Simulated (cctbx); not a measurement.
**Diagnosing a refinement**

Cell a = 7.5760 Å, b = 7.5950 Å, c = 10.8280 Å, α = 90.00°, β = 90.00°, γ = 90.00°; space group Imm2 (no. 44). The compound is Mn2Cr2Cu3Se8.

The data are simulated with cctbx, not measured: Mo Kα, λ = 0.71073 Å, to d = 0.7 Å, 95 % of the full sphere, strongest reflection 20000 counts, noise from counting, a 2 % proportional error and a noise floor of 4 counts (s.d.); no absorption, and some extinction, which the refinements don't model.

An anisotropic refinement with weights 1/σ² prints:

```text
Rint 0.020, 192 unique reflections to 1.30 A
cycle     R1     wR2    GooF  max shift (A)
   1  0.0300  0.0707   2.809   0.02585
   5  0.0181  0.0392   1.557   0.00036
final R1 0.0181 wR2 0.0392 GooF 1.557  parameters 48  data/parameter 4.0
atom        x        y        z      Ueq    occ   su(xyz)  su(Uiso or U11)
Se1    0.73422  0.00000  0.49133   0.0202  1.000  0.00040  0.0020
Se2    0.50000  0.76486  0.25264   0.0069  1.000  0.00041  0.0017
Se3    0.00000  0.78338  0.24817   0.0170  1.000  0.00040  0.0018
Se4    0.22717  0.00000  0.01291   0.0122  1.000  0.00039  0.0017
Cu1    0.50000  0.50000  0.12420   0.0214  1.000  0.00062  0.0028
Cu2    0.00000  0.50000  0.14641   0.0156  1.000  0.00050  0.0031
Cu3    0.00000  0.50000  0.37814   0.0103  1.000  0.00056  0.0028
Mn1    0.26059  0.00000  0.24816   0.0210  1.000  0.00108  0.0025
Cr1    0.50000  0.74192  0.48917   0.0073  1.000  0.00091  0.0022
difference map: max 0.25 min -0.68 rms 0.14
Q1    0.1298  0.1333  0.0964    8    0.25  1.54 A from Se4
Q2    0.1603  0.0961  0.6375    8    0.25  1.42 A from Cu1
Q3    0.0000  0.0000  0.9873    2    0.25  1.74 A from Se4
Q4    0.1490  0.0982  0.8265    8    0.24  1.87 A from Se2
Q5    0.1253  0.3423  0.6606    8    0.24  1.50 A from Se2
Q6    0.1063  0.3332  0.8978    8    0.22  1.45 A from Cr1
```

Q: Accept it or mend it, and why?

Mend it. The fault: data cut at low resolution. Against the right model at the same level, R1 goes from 0.0170 to 0.0181 and GooF from 1.08 to 1.56. The atoms are right, but there are too few data for the parameters: R1 flatters and the s.u.s grow. Data per parameter fall from 22.5 to 4.

The compound is Mn2Cr2Cu3Se8. The right model at the same level gives:

```text
Rint 0.027, 1080 unique reflections to 0.70 A
cycle     R1     wR2    GooF  max shift (A)
   1  0.0508  0.1130   3.327   0.01334
   2  0.0170  0.0368   1.084   0.00001
final R1 0.0170 wR2 0.0368 GooF 1.084  parameters 48  data/parameter 22.5
atom        x        y        z      Ueq    occ   su(xyz)  su(Uiso or U11)
Se1    0.73482  0.00000  0.49103   0.0205  1.000  0.00009  0.0003
Se2    0.50000  0.76513  0.25335   0.0074  1.000  0.00006  0.0002
Se3    0.00000  0.78266  0.24880   0.0171  1.000  0.00007  0.0003
Se4    0.22766  0.00000  0.01177   0.0098  1.000  0.00007  0.0002
Cu1    0.50000  0.50000  0.12434   0.0211  1.000  0.00010  0.0005
Cu2    0.00000  0.50000  0.14681   0.0139  1.000  0.00009  0.0004
Cu3    0.00000  0.50000  0.37853   0.0121  1.000  0.00010  0.0005
Mn1    0.26093  0.00000  0.24536   0.0186  1.000  0.00015  0.0003
Cr1    0.50000  0.74242  0.49107   0.0073  1.000  0.00014  0.0003
Flack x: 0.019(17)
Hooft y: 0.036(18)  Bijvoet pairs: 514
difference map: max 0.61 min -1.18 rms 0.19
Q1    0.0000  0.1687  0.8636    4    0.62  1.40 A from Se2
Q2    0.1489  0.0000  0.8547    4    0.50  1.80 A from Se4
Q3    0.0000  0.0778  0.5277    4    0.47  1.20 A from Cu1
Q4    0.1464  0.0909  0.2630    8    0.46  1.13 A from Mn1
Q5    0.0000  0.5000  0.9384    2    0.44  1.87 A from Se1
Q6    0.1278  0.0880  0.9481    8    0.43  1.22 A from Se4
```

The model is made up (kin elements in a known structure type, no relaxation), so it says nothing on whether the phase exists.

[Middle refinement cycles are left out of these outputs.]

[Logs are printed without paths, hosts, clocks, repeated set-up lines and the standing remarks that a program may print on its own settings, such as how far it seeks lower states.]
